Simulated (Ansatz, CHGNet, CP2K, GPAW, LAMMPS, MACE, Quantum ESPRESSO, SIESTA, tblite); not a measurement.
# Aqueous Li+ and I-, 1.5 mol of salt per kg of water at 360 K (110 atoms): atom by atom

Geometry: the geometry as built. Computed with CP2K 2026.2: Kohn-Sham DFT, PBE+D4, GTH-PBE pseudopotentials, Gaussian and plane waves, DZVP-MOLOPT-SR-GTH, diagonalisation; 600/50 Ry; levels smeared at 580 K; Γ point; density 1.14 g/cm³.

Cell vectors (Å):

```
10.442 0.000 0.000
0.000 10.442 0.000
0.000 0.000 10.442
```

Positions (Å):

```
1 O 4.429 0.328 0.520
2 H 4.018 0.346 1.432
3 H 4.751 1.245 0.282
4 O 1.914 0.552 5.846
5 H 2.652 0.253 6.452
6 H 1.675 1.500 6.055
7 O 5.085 1.650 5.281
8 H 5.489 0.735 5.276
9 H 4.401 1.709 6.008
10 O 7.566 7.558 6.061
11 H 7.509 6.918 6.828
12 H 7.323 7.086 5.214
13 O 7.383 6.644 8.932
14 H 7.329 7.583 9.270
15 H 8.341 6.363 8.880
16 O 1.446 0.597 9.543
17 H 2.084 10.276 9.648
18 H 0.603 0.269 9.116
19 O 7.424 3.982 9.890
20 H 7.829 3.320 9.260
21 H 7.516 4.903 9.511
22 O 4.910 5.891 7.041
23 H 5.517 5.123 6.838
24 H 5.387 6.548 7.626
25 O 0.734 1.627 1.639
26 H 1.433 1.337 2.293
27 H 0.922 1.216 0.746
28 O 9.876 1.145 4.302
29 H 9.272 1.325 5.078
30 H 0.250 0.662 4.620
31 O 9.087 9.997 0.975
32 H 9.566 9.201 1.346
33 H 8.914 9.858 0.000
34 O 6.748 3.921 6.031
35 H 7.565 3.622 6.525
36 H 6.216 3.121 5.753
37 O 2.138 6.525 0.870
38 H 1.529 5.744 0.736
39 H 2.966 6.225 1.344
40 O 8.650 9.173 8.921
41 H 8.917 8.368 8.391
42 H 8.868 10.001 8.404
43 O 10.155 6.535 8.409
44 H 0.342 5.765 8.515
45 H 0.180 7.287 7.944
46 O 0.423 4.376 0.833
47 H 9.968 4.426 0.393
48 H 0.618 3.428 1.085
49 O 1.230 8.423 7.229
50 H 1.887 8.667 7.943
51 H 0.939 9.250 6.748
52 O 5.156 2.722 0.234
53 H 5.380 2.554 1.194
54 H 5.752 3.439 10.315
55 O 8.517 4.752 3.579
56 H 8.177 4.488 4.482
57 H 9.513 4.667 3.560
58 O 3.180 2.640 8.858
59 H 2.391 2.167 9.249
60 H 3.906 2.700 9.543
61 O 5.064 3.181 2.900
62 H 5.346 3.092 3.855
63 H 4.858 4.139 2.701
64 O 5.855 9.660 9.110
65 H 6.696 10.198 9.065
66 H 5.280 10.002 9.854
67 O 3.208 1.017 2.898
68 H 3.377 0.566 3.774
69 H 3.724 1.873 2.858
70 O 2.976 8.590 9.504
71 H 2.617 8.088 10.291
72 H 3.975 8.545 9.508
73 O 4.264 7.137 4.677
74 H 3.355 6.927 4.317
75 H 4.430 6.596 5.501
76 O 7.323 0.402 2.978
77 H 6.685 0.115 2.264
78 H 7.015 0.051 3.862
79 O 0.219 7.973 1.860
80 H 0.931 7.453 1.390
81 H 0.443 8.040 2.833
82 O 2.192 5.543 8.314
83 H 2.579 6.254 7.726
84 H 2.930 5.079 8.804
85 O 5.183 5.816 2.433
86 H 4.772 6.508 3.027
87 H 6.026 6.176 2.035
88 O 7.511 7.158 1.790
89 H 8.239 6.792 2.370
90 H 7.868 7.916 1.245
91 O 0.711 4.552 4.080
92 H 0.993 4.098 4.926
93 H 1.375 4.354 3.359
94 O 1.361 3.199 6.271
95 H 1.954 3.340 7.064
96 H 0.427 3.021 6.581
97 O 8.221 2.726 1.738
98 H 7.540 2.899 1.027
99 H 8.202 3.470 2.406
100 O 4.008 0.435 7.517
101 H 3.442 1.001 8.115
102 H 4.517 10.215 8.067
103 O 5.811 9.485 4.777
104 H 6.399 8.982 5.410
105 H 4.920 9.035 4.720
106 O 1.578 7.490 4.296
107 H 1.737 7.879 5.203
108 H 1.031 6.657 4.382
109 Li 9.187 1.087 2.334
110 I 9.141 1.869 7.672
```

**Question.** What force acts on each atom, and what charge does it carry?

Columns: atom, q, fx, fy, fz (forces in eV/Å, q the Mulliken charge in e).

```
1 -0.31 -0.065 -0.263 0.269
2 0.15 0.139 0.195 -0.452
3 0.12 -0.348 -0.667 0.185
4 -0.35 -0.378 -0.450 -0.123
5 0.13 -0.152 0.500 -0.176
6 0.14 0.460 -0.447 -0.039
7 -0.33 -0.227 0.808 0.373
8 0.16 -0.538 0.260 0.262
9 0.17 1.128 -0.748 -0.589
10 -0.30 -0.233 -0.505 -0.426
11 0.15 -0.122 0.558 -0.909
12 0.17 0.376 0.152 1.246
13 -0.32 -0.026 0.123 -0.109
14 0.17 0.203 -1.005 -0.232
15 0.14 0.010 1.069 -0.062
16 -0.30 -0.527 -0.524 -0.203
17 0.17 -0.485 0.177 -0.075
18 0.15 1.055 0.305 0.453
19 -0.29 0.105 0.297 -0.733
20 0.13 -0.154 0.644 0.186
21 0.14 -0.442 -0.794 0.385
22 -0.31 0.221 0.402 0.451
23 0.16 0.084 0.573 0.228
24 0.16 -0.181 -1.132 -0.751
25 -0.33 0.048 0.180 0.074
26 0.16 -0.117 0.141 -0.871
27 0.16 0.197 -0.096 0.696
28 -0.31 0.101 -0.260 0.352
29 0.13 0.980 -0.416 -0.558
30 0.16 -0.963 0.604 0.135
31 -0.34 -0.435 -0.005 -0.252
32 0.15 0.262 0.211 -0.639
33 0.13 0.503 -0.440 1.155
34 -0.32 0.280 0.211 0.020
35 0.13 -1.022 -0.314 -0.360
36 0.15 0.579 -0.131 0.445
37 -0.30 1.129 -0.295 0.179
38 0.17 0.305 -0.312 0.034
39 0.16 -0.954 0.155 -0.501
40 -0.29 0.427 -0.237 -0.862
41 0.16 -0.040 1.173 0.466
42 0.11 -0.124 -0.629 -0.182
43 -0.34 -0.564 -0.574 0.270
44 0.16 -0.061 1.216 -0.293
45 0.14 0.238 -0.756 0.194
46 -0.31 -0.461 0.149 -0.414
47 0.17 1.056 -0.493 0.808
48 0.16 -0.567 0.245 -0.163
49 -0.31 0.048 0.626 -0.263
50 0.17 -0.316 -0.029 -0.449
51 0.16 0.619 -0.404 0.650
52 -0.29 0.379 0.631 0.201
53 0.17 -0.087 1.017 -0.147
54 0.17 0.320 -0.524 0.293
55 -0.31 -0.308 0.034 0.415
56 0.15 0.426 0.223 -0.989
57 0.15 -0.420 -0.105 0.646
58 -0.32 -0.568 -0.003 0.104
59 0.15 0.743 0.363 0.044
60 0.14 -0.802 -0.171 -0.164
61 -0.30 -0.388 -0.173 0.487
62 0.16 -0.348 -0.075 -1.174
63 0.15 0.659 -0.039 0.356
64 -0.33 0.496 -0.110 -0.267
65 0.16 -1.198 -0.732 0.124
66 0.13 0.581 0.270 0.442
67 -0.31 -0.075 -0.469 0.272
68 0.18 -0.123 1.072 -0.823
69 0.16 0.117 -0.358 0.676
70 -0.30 0.453 0.043 0.192
71 0.17 0.561 -0.145 -0.708
72 0.16 -1.320 -0.088 0.266
73 -0.32 -0.614 -0.096 -0.441
74 0.14 0.355 0.375 0.821
75 0.15 -0.048 0.093 -0.189
76 -0.30 -0.600 -0.312 0.159
77 0.16 0.742 0.139 1.332
78 0.14 -0.217 -0.022 -1.587
79 -0.32 -0.622 0.255 0.765
80 0.13 -0.126 0.372 0.886
81 0.15 0.305 -0.243 -1.165
82 -0.29 0.904 0.033 -0.201
83 0.16 -0.084 -1.181 0.967
84 0.17 -0.769 0.701 -0.938
85 -0.32 -0.684 0.329 -0.473
86 0.14 1.050 -0.532 -0.076
87 0.16 -0.470 0.186 0.423
88 -0.30 0.697 0.239 -0.022
89 0.17 -0.615 0.537 -0.885
90 0.15 -0.145 -0.894 1.004
91 -0.30 0.924 0.488 -0.914
92 0.15 0.311 -0.029 -0.396
93 0.17 -0.913 0.035 1.109
94 -0.29 0.442 -0.117 0.331
95 0.19 -0.795 0.252 -0.448
96 0.12 0.566 0.043 0.457
97 -0.32 -0.381 0.166 -0.518
98 0.14 1.206 0.206 1.181
99 0.15 -0.266 -0.106 -0.410
100 -0.31 -0.783 -0.396 0.114
101 0.15 0.964 -0.149 -0.099
102 0.14 0.074 0.762 -0.340
103 -0.31 -0.174 -0.014 0.630
104 0.17 -0.795 -0.088 -0.323
105 0.17 1.169 -0.272 0.269
106 -0.30 -0.287 -0.201 0.566
107 0.16 -0.549 -0.656 -0.660
108 0.17 0.539 0.496 0.302
109 0.70 -0.237 0.009 -0.116
110 -0.56 -0.355 -0.023 0.150
```

The network of contacts between molecules at the start is that of the classical potential that made the cell, and needn't be the one that DFT or experiment would give. The density was typed from a rule of thumb and may lie off the real one at this temperature. Only the Γ point is sampled, in a cell whose shortest periodic width is 10 Å.

The r.m.s. force component is 0.541 eV/Å; the longest force, 1.70 eV/Å, acts on H98.

[Logs are printed without paths, hosts, clocks, repeated set-up lines and the standing remarks that a program may print on its own settings, such as how far it seeks lower states.]

[Hosts, paths, dates, database ids (printed as entryN), source tags and the programs' standing remarks are cut or masked in the printed files.]
